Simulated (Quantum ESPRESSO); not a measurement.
# MoSi2N4, 1 layer, rectangular cell: a series in strain along the second axis, part 6 of 7

What law, if any, do the results for MoSi2N4, 1 layer, rectangular cell follow against strain along the second axis?

Quantum ESPRESSO 7.5; plane-wave DFT, PBE, GBRV ultrasoft pseudopotentials.

So far. Step 6 (Band structure, -4 %): Along this path the valence top lies at Γ and the conduction bottom between Γ and X. Step 7 (Relaxation with pw.x, -3 %): The relaxation lowers the energy by 3 meV an atom.

### 9. Relaxation with pw.x, 3 %

m7.relax.in

```
&control
  prefix = 'm7.relax'
  outdir = './out'
  pseudo_dir = './pseudo'
  nstep = 40
  forc_conv_thr = 0.0003
  calculation = 'relax'
  tstress = .true.
/
&system
  ibrav = 0
  nat = 14
  ntyp = 3
  ecutwfc = 50
  ecutrho = 250
  occupations = 'smearing'
  smearing = 'fd'
  degauss = 0.002
/
&electrons
  conv_thr = 1e-09
  mixing_beta = 0.4
  electron_maxstep = 120
  mixing_mode = 'plain'
/
&ions
/
ATOMIC_SPECIES
  N   14.0070  n_pbe_v1.2.uspp.F.UPF
  Si  28.0850  si_pbe_v1.uspp.F.UPF
  Mo  95.9500  mo_pbe_v1.uspp.F.UPF
CELL_PARAMETERS angstrom
  2.90109390800000 0.00000000000000 0.00000000000000
  0.00000000000000 5.17557947732000 0.00000000000000
  0.00000000000000 0.00000000000000 21.86179061700000
ATOMIC_POSITIONS crystal
  N   0.000000000000 -0.000002212400 0.338239788300
  N   0.500000000000 0.499997962500 0.338239262400
  Si  0.999999999900 0.333331360600 0.362097995900
  Si  0.500000000000 0.833330834200 0.362098062100
  N   0.999999999900 0.333336472600 0.442564743100
  N   0.500000000000 0.833335723000 0.442564790800
  Mo  0.000000000000 0.000003470700 0.500000000000
  Mo  0.500000000000 0.500002915500 0.500000000000
  N   0.999999999900 0.333336472600 0.557435256900
  N   0.500000000000 0.833335723000 0.557435209200
  Si  0.999999999900 0.333331360600 0.637902004100
  Si  0.500000000000 0.833330834200 0.637901937900
  N   0.000000000000 -0.000002212400 0.661760211700
  N   0.500000000000 0.499997962500 0.661760737600
K_POINTS automatic
  12 8 1 0 0 0
```

Launch:

```bash
> OMP_NUM_THREADS=1 mpirun -n 4 pw.x -nk 4 -in m7.relax.in > m7.relax.out
```

The log of the run:

```text
[banner, memory and clock lines left out]
Program PWSCF v.7.5 starts
[...]
Message from routine setup:
[...]
number of electrons       =        84.00
     number of Kohn-Sham states=           50
     kinetic-energy cutoff     =      50.0000  Ry
     charge density cutoff     =     250.0000  Ry
[...]
number of k points=    35  Fermi-Dirac smearing, width (Ry)=  0.0020
[...]
Dense  grid:   147861 G-vectors     FFT dimensions: (  27,  50, 216)
[...]
negative rho (up, down):  3.111E-03 0.000E+00
     Starting wfcs are   74 randomized atomic wfcs
[...]
negative rho (up, down):  3.047E-03 0.000E+00
[...]
estimated scf accuracy    <       4.01326615 Ry
[...]
negative rho (up, down):  3.280E-03 0.000E+00
[...]
estimated scf accuracy    <       1.65695446 Ry
[...]
negative rho (up, down):  3.347E-03 0.000E+00
[...]
estimated scf accuracy    <       0.50962216 Ry
[...]
negative rho (up, down):  3.590E-03 0.000E+00
[...]
estimated scf accuracy    <       0.03457799 Ry
[...]
negative rho (up, down):  3.697E-03 0.000E+00
[...]
estimated scf accuracy    <       0.02562408 Ry
[...]
negative rho (up, down):  3.713E-03 0.000E+00
[...]
estimated scf accuracy    <       0.00111470 Ry
[...]
negative rho (up, down):  3.723E-03 0.000E+00
[...]
estimated scf accuracy    <       0.00008042 Ry
[...]
negative rho (up, down):  3.728E-03 0.000E+00
[...]
estimated scf accuracy    <       0.00001156 Ry
[...]
negative rho (up, down):  3.731E-03 0.000E+00
[...]
estimated scf accuracy    <       0.00000947 Ry
[...]
negative rho (up, down):  3.733E-03 0.000E+00
[...]
estimated scf accuracy    <       0.00000263 Ry
[...]
negative rho (up, down):  3.734E-03 0.000E+00
[...]
estimated scf accuracy    <       0.00000029 Ry
[...]
negative rho (up, down):  3.735E-03 0.000E+00
[...]
estimated scf accuracy    <       0.00000004 Ry
[...]
negative rho (up, down):  3.735E-03 0.000E+00
[...]
estimated scf accuracy    <       0.00000004 Ry
[...]
negative rho (up, down):  3.735E-03 0.000E+00
[...]
estimated scf accuracy    <          1.0E-09 Ry
[...]
negative rho (up, down):  3.735E-03 0.000E+00
[...]
estimated scf accuracy    <          1.0E-09 Ry
[...]
negative rho (up, down):  3.736E-03 0.000E+00
[...]
the Fermi energy is     2.9757 ev
!    total energy              =    -479.11684629 Ry
     estimated scf accuracy    <          4.3E-11 Ry
     smearing contrib. (-TS)   =      -0.00000000 Ry
     internal energy E=F+TS    =    -479.11684629 Ry
[...]
one-electron contribution =   -4714.18728639 Ry
     hartree contribution      =    2376.30380714 Ry
     xc contribution           =     -99.82578844 Ry
     ewald contribution        =    1958.59242140 Ry
     convergence has been achieved in  16 iterations
     negative rho (up, down):  3.736E-03 0.000E+00
[...]
Total force =     0.045456     Total SCF correction =     0.000018
[...]
negative rho (up, down):  3.736E-03 0.000E+00
[...]
negative rho (up, down):  3.735E-03 0.000E+00
[...]
negative rho (up, down):  3.736E-03 0.000E+00
[...]
estimated scf accuracy    <       0.00140453 Ry
[...]
negative rho (up, down):  3.729E-03 0.000E+00
[...]
estimated scf accuracy    <       0.00157018 Ry
[...]
negative rho (up, down):  3.728E-03 0.000E+00
[...]
estimated scf accuracy    <       0.00003615 Ry
[...]
negative rho (up, down):  3.728E-03 0.000E+00
[...]
estimated scf accuracy    <       0.00001271 Ry
[...]
negative rho (up, down):  3.728E-03 0.000E+00
[...]
estimated scf accuracy    <       0.00000145 Ry
[...]
negative rho (up, down):  3.728E-03 0.000E+00
[...]
estimated scf accuracy    <       0.00000055 Ry
[...]
negative rho (up, down):  3.728E-03 0.000E+00
[...]
estimated scf accuracy    <       0.00000008 Ry
[...]
negative rho (up, down):  3.728E-03 0.000E+00
[...]
estimated scf accuracy    <       0.00000002 Ry
[...]
negative rho (up, down):  3.728E-03 0.000E+00
[...]
estimated scf accuracy    <          3.5E-09 Ry
[...]
negative rho (up, down):  3.728E-03 0.000E+00
[...]
estimated scf accuracy    <          2.9E-09 Ry
[...]
negative rho (up, down):  3.728E-03 0.000E+00
[...]
the Fermi energy is     3.1082 ev
!    total energy              =    -479.11789258 Ry
     estimated scf accuracy    <          6.7E-11 Ry
     smearing contrib. (-TS)   =      -0.00000000 Ry
     internal energy E=F+TS    =    -479.11789258 Ry
[...]
one-electron contribution =   -4718.13261097 Ry
     hartree contribution      =    2378.50447991 Ry
     xc contribution           =     -99.83383019 Ry
     ewald contribution        =    1960.34406867 Ry
     convergence has been achieved in  11 iterations
     negative rho (up, down):  3.728E-03 0.000E+00
[...]
Total force =     0.016351     Total SCF correction =     0.000019
[...]
negative rho (up, down):  3.728E-03 0.000E+00
[...]
negative rho (up, down):  3.736E-03 0.000E+00
[...]
negative rho (up, down):  3.733E-03 0.000E+00
[...]
estimated scf accuracy    <       0.00007286 Ry
[...]
negative rho (up, down):  3.734E-03 0.000E+00
[...]
estimated scf accuracy    <       0.00004562 Ry
[...]
negative rho (up, down):  3.732E-03 0.000E+00
[...]
estimated scf accuracy    <       0.00000576 Ry
[...]
negative rho (up, down):  3.731E-03 0.000E+00
[...]
estimated scf accuracy    <       0.00000036 Ry
[...]
negative rho (up, down):  3.731E-03 0.000E+00
[...]
estimated scf accuracy    <       0.00000009 Ry
[...]
negative rho (up, down):  3.731E-03 0.000E+00
[...]
estimated scf accuracy    <       0.00000002 Ry
[...]
negative rho (up, down):  3.731E-03 0.000E+00
[...]
estimated scf accuracy    <          7.3E-09 Ry
[...]
negative rho (up, down):  3.731E-03 0.000E+00
[...]
estimated scf accuracy    <          3.4E-09 Ry
[...]
negative rho (up, down):  3.731E-03 0.000E+00
[...]
estimated scf accuracy    <          1.0E-09 Ry
[...]
negative rho (up, down):  3.731E-03 0.000E+00
[...]
estimated scf accuracy    <          3.0E-10 Ry
[...]
negative rho (up, down):  3.731E-03 0.000E+00
[...]
the Fermi energy is     3.1023 ev
!    total energy              =    -479.11809719 Ry
     estimated scf accuracy    <          2.0E-11 Ry
     smearing contrib. (-TS)   =      -0.00000000 Ry
     internal energy E=F+TS    =    -479.11809719 Ry
[...]
one-electron contribution =   -4720.88627144 Ry
     hartree contribution      =    2379.86894454 Ry
     xc contribution           =     -99.84032420 Ry
     ewald contribution        =    1961.73955390 Ry
     convergence has been achieved in  11 iterations
     negative rho (up, down):  3.731E-03 0.000E+00
[...]
Total force =     0.010816     Total SCF correction =     0.000014
[...]
negative rho (up, down):  3.731E-03 0.000E+00
[...]
negative rho (up, down):  3.748E-03 0.000E+00
[...]
negative rho (up, down):  3.740E-03 0.000E+00
[...]
estimated scf accuracy    <       0.00014565 Ry
[...]
negative rho (up, down):  3.738E-03 0.000E+00
[...]
estimated scf accuracy    <       0.00007585 Ry
[...]
negative rho (up, down):  3.734E-03 0.000E+00
[...]
estimated scf accuracy    <       0.00001536 Ry
[...]
negative rho (up, down):  3.733E-03 0.000E+00
[...]
estimated scf accuracy    <       0.00000121 Ry
[...]
negative rho (up, down):  3.732E-03 0.000E+00
[...]
estimated scf accuracy    <       0.00000033 Ry
[...]
negative rho (up, down):  3.732E-03 0.000E+00
[...]
estimated scf accuracy    <       0.00000008 Ry
[...]
negative rho (up, down):  3.732E-03 0.000E+00
[...]
estimated scf accuracy    <       0.00000003 Ry
[...]
negative rho (up, down):  3.732E-03 0.000E+00
[...]
estimated scf accuracy    <       0.00000001 Ry
[...]
negative rho (up, down):  3.732E-03 0.000E+00
[...]
estimated scf accuracy    <          4.9E-10 Ry
[...]
negative rho (up, down):  3.732E-03 0.000E+00
[...]
estimated scf accuracy    <          8.9E-11 Ry
[...]
negative rho (up, down):  3.732E-03 0.000E+00
[...]
the Fermi energy is     3.1263 ev
!    total energy              =    -479.11867303 Ry
     estimated scf accuracy    <          2.8E-12 Ry
     smearing contrib. (-TS)   =      -0.00000000 Ry
     internal energy E=F+TS    =    -479.11867303 Ry
[...]
one-electron contribution =   -4744.35717931 Ry
     hartree contribution      =    2391.61095999 Ry
     xc contribution           =     -99.89385368 Ry
     ewald contribution        =    1973.52139996 Ry
     convergence has been achieved in   9 iterations
     negative rho (up, down):  3.725E-03 0.000E+00
[...]
Total force =     0.001691     Total SCF correction =     0.000004
[...]
negative rho (up, down):  3.725E-03 0.000E+00
[...]
```

The job ended after 35 min (4 MPI ranks of Arm Neoverse V1, shared host; peak memory 1.5 GiB).

The steps of the relaxation:

```
step  energy less that of the first step (eV)  largest force (eV/Å)
   1                                   0.0000                0.3631
   2                                  -0.0142                0.1345
   3                                  -0.0170                0.0928
   4                                  -0.0202                0.0936
   5                                  -0.0231                0.0893
   6                                  -0.0245                0.0459
   7                                  -0.0247                0.0168
   8                                  -0.0248                0.0137
   9                                  -0.0249                0.0183
  10                                  -0.0249                0.0181
  11                                  -0.0250                0.0093
  12                                  -0.0250                0.0026
```

The atoms that moved most (Å):

```
atom     dx      dy      dz  length
 N14  0.000   0.018  -0.025   0.031
  N2  0.000   0.018   0.025   0.031
  N1  0.000   0.018   0.025   0.031
 N13  0.000   0.018  -0.025   0.031
  N5  0.000  -0.017   0.011   0.020
  N9  0.000  -0.017  -0.011   0.020
 N10  0.000  -0.017  -0.011   0.020
  N6  0.000  -0.017   0.011   0.020
```

The relaxation lowers the energy by 2 meV an atom.

Numbers from this step:

```
free energy  : -6518.7417 eV
Fermi energy : 3.124 eV
```

### 10. Self-consistent run, 3 %

m7.scf.in

```
&control
  prefix = 'm7.scf'
  outdir = './out'
  pseudo_dir = './pseudo'
  calculation = 'scf'
  tprnfor = .true.
/
&system
  ibrav = 0
  nat = 14
  ntyp = 3
  ecutwfc = 40
  ecutrho = 200
  occupations = 'smearing'
  smearing = 'fd'
  degauss = 0.002
  nbnd = 46
/
&electrons
  conv_thr = 1e-09
  mixing_beta = 0.4
  electron_maxstep = 120
  mixing_mode = 'plain'
/
ATOMIC_SPECIES
  N   14.0070  n_pbe_v1.2.uspp.F.UPF
  Si  28.0850  si_pbe_v1.uspp.F.UPF
  Mo  95.9500  mo_pbe_v1.uspp.F.UPF
CELL_PARAMETERS angstrom
  2.90109390800000 0.00000000000000 0.00000000000000
  0.00000000000000 5.17557947732000 0.00000000000000
  0.00000000000000 0.00000000000000 21.86179061700000
ATOMIC_POSITIONS crystal
  N   0.000000000000 0.003517175100 0.339370337600
  N   0.500000000000 0.503516881500 0.339370066800
  Si  0.999999999900 0.334266258200 0.362490183300
  Si  0.500000000000 0.834266185500 0.362490400300
  N   0.999999999900 0.330085068600 0.443077952700
  N   0.500000000000 0.830084978100 0.443078154200
  Mo  0.000000000000 -0.002402993900 0.500000000000
  Mo  0.500000000000 0.497596567100 0.500000000000
  N   0.999999999900 0.330085068600 0.556922047300
  N   0.500000000000 0.830084978100 0.556921845800
  Si  0.999999999900 0.334266258200 0.637509816700
  Si  0.500000000000 0.834266185500 0.637509599700
  N   0.000000000000 0.003517175100 0.660629662400
  N   0.500000000000 0.503516881500 0.660629933200
K_POINTS automatic
  12 8 1 0 0 0
```

Launch:

```bash
> OMP_NUM_THREADS=1 mpirun -n 4 pw.x -nk 4 -in m7.scf.in > m7.scf.out
```

The log of the run:

```text
[banner, memory and clock lines left out]
Program PWSCF v.7.5 starts
[...]
Message from routine setup:
[...]
number of electrons       =        84.00
     number of Kohn-Sham states=           46
     kinetic-energy cutoff     =      40.0000  Ry
     charge density cutoff     =     200.0000  Ry
[...]
number of k points=    35  Fermi-Dirac smearing, width (Ry)=  0.0020
[...]
Dense  grid:   105849 G-vectors     FFT dimensions: (  25,  45, 192)
[...]
negative rho (up, down):  3.289E-03 0.000E+00
     Starting wfcs are   74 randomized atomic wfcs
[...]
negative rho (up, down):  3.427E-03 0.000E+00
[...]
estimated scf accuracy    <       4.01019081 Ry
[...]
negative rho (up, down):  3.565E-03 0.000E+00
[...]
estimated scf accuracy    <       0.90850300 Ry
[...]
negative rho (up, down):  3.723E-03 0.000E+00
[...]
estimated scf accuracy    <       0.20604645 Ry
[...]
negative rho (up, down):  4.029E-03 0.000E+00
[...]
estimated scf accuracy    <       0.02206157 Ry
[...]
negative rho (up, down):  4.118E-03 0.000E+00
[...]
estimated scf accuracy    <       0.01070064 Ry
[...]
negative rho (up, down):  4.125E-03 0.000E+00
[...]
estimated scf accuracy    <       0.00103753 Ry
[...]
negative rho (up, down):  4.132E-03 0.000E+00
[...]
estimated scf accuracy    <       0.00025326 Ry
[...]
negative rho (up, down):  4.136E-03 0.000E+00
[...]
estimated scf accuracy    <       0.00011836 Ry
[...]
negative rho (up, down):  4.138E-03 0.000E+00
[...]
estimated scf accuracy    <       0.00000674 Ry
[...]
negative rho (up, down):  4.139E-03 0.000E+00
[...]
estimated scf accuracy    <       0.00000754 Ry
[...]
negative rho (up, down):  4.140E-03 0.000E+00
[...]
estimated scf accuracy    <       0.00000298 Ry
[...]
negative rho (up, down):  4.140E-03 0.000E+00
[...]
estimated scf accuracy    <       0.00000005 Ry
[...]
negative rho (up, down):  4.141E-03 0.000E+00
[...]
estimated scf accuracy    <       0.00000013 Ry
[...]
negative rho (up, down):  4.141E-03 0.000E+00
[...]
estimated scf accuracy    <          5.4E-09 Ry
[...]
negative rho (up, down):  4.141E-03 0.000E+00
[...]
the Fermi energy is     2.9787 ev
!    total energy              =    -479.11551660 Ry
     estimated scf accuracy    <          4.1E-10 Ry
     smearing contrib. (-TS)   =      -0.00000000 Ry
     internal energy E=F+TS    =    -479.11551660 Ry
[...]
one-electron contribution =   -4742.83584709 Ry
     hartree contribution      =    2390.85064632 Ry
     xc contribution           =     -99.89047223 Ry
     ewald contribution        =    1972.76015640 Ry
     convergence has been achieved in  15 iterations
     negative rho (up, down):  4.141E-03 0.000E+00
[...]
Total force =     0.000154     Total SCF correction =     0.000047
[...]
```

It took 2.7 min on 4 MPI ranks; peak memory 1.1 GiB.

This step gave:

- free energy: -6518.6987 eV
- Fermi energy: 2.979 eV
- valence top, on the run's zero: 2.261 eV
- conduction bottom, on the run's zero: 3.956 eV
- gap by band count: 1.695 eV

(Part 6 of 7 ends here.)

[Logs are printed without paths, hosts, clocks, repeated set-up lines and the standing remarks that a program may print on its own settings, such as how far it seeks lower states.]

[Hosts, paths, dates, database ids (printed as entryN), source tags and the programs' standing remarks are cut or masked in the printed files.]

[Maps of the electrostatic potential energy from Ansatz leave out the sawtooth potential of an applied field or a dipole correction, so their vacuum need not be flat; planar profiles and work functions include it.]
